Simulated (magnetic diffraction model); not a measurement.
## Solving a magnetic structure from powder neutron data: Zn₂CuO₃

Space group Immm (no. 71), a = 3.2520 Å, b = 3.5090 Å, c = 11.6450 Å.

| site | atom | x | y | z |
| --- | --- | --- | --- | --- |
| 4j | Zn | 1/2 | 0 | 0.8584 |
| 2d | Cu | 0 | 1/2 | 0 |
| 2a | O | 0 | 0 | 0 |
| 4j | O | 1/2 | 0 | 0.6534 |

This is a made-up structure (elements placed in a structure type, unrelaxed), so the numbers test the method and describe no known phase.

Only Cu is taken to order (form factors of Cu2+); orders and moment sizes are assumed, and not adapted to the symmetry. Radiation: neutrons of λ = 4.2 Å, 3° to 100°; isotropic B of 0.61 Å² (Zn), 0.66 Å² (Cu) and 0.74 Å² (O). The intensities are simulated: I ∝ L Σ (|F_N|² + |F_M⊥|²) for unpolarised neutrons, with F_M = 2.695 fm/μB × Σ f(s) S exp(2πi Q·r) exp(−B s²) at Q = H ± k (one set where k and −k are equivalent), only the part normal to Q counting and L = 1/(sin²θ cos θ). For collinear order S is the moment m, which repeats by lattice and centring translations R with the sign exp(−2πi k·R). Form factors are spin-only for 3d ions and dipole or tabulated for f ions, scattering lengths are Sears's of 1992, and absorption is left out. A label names one of the reflections at its angle. The strongest nuclear line in the range is 100, and lines under 0.2 are left out.

Above the ordering temperature:

```csv
2θ (°),index,I
42.28,(0 0 2),42.4
77.37,(0 1 1),1.2
84.21,(1 0 1),100.0
92.33,(0 0 4),8.7
```

Below it (cell unchanged):

| 2θ (°) | I |
| --- | --- |
| 42.28 | 43.0 |
| 77.37 | 3.5 |
| 84.21 | 102.0 |
| 92.33 | 8.9 |

**Question.** Find the propagation vector, then choose among these models:
A. collinear moments along [110], 0.88 μB on Cu
B. collinear moments along [101], 0.88 μB on Cu
C. collinear moments along [111], 0.88 μB on Cu

No line moves, and magnetic intensity falls on nuclear lines such as the one at 77.37°, so the magnetic cell equals the chemical primitive cell: k = 0.

Magnetic intensity, observed (below minus above) and for each model:

| 2θ (°) | index | observed | A | B | C |
| --- | --- | --- | --- | --- | --- |
| 42.28 | (0 0 2) | 0.6 | 4.2 | 0.3 | 0.6 |
| 77.37 | (0 1 1) | 2.3 | 1.3 | 2.5 | 2.3 |
| 84.21 | (1 0 1) | 2.0 | 1.3 | 2.0 | 2.0 |
| 92.33 | (0 0 4) | 0.1 | 1.0 | 0.1 | 0.1 |

Model C matches.

The structure used: k = (0 0 0), collinear moments along [111], 0.88 μB on Cu.

[Logs are printed without paths, hosts, clocks, repeated set-up lines and the standing remarks that a program may print on its own settings, such as how far it seeks lower states.]
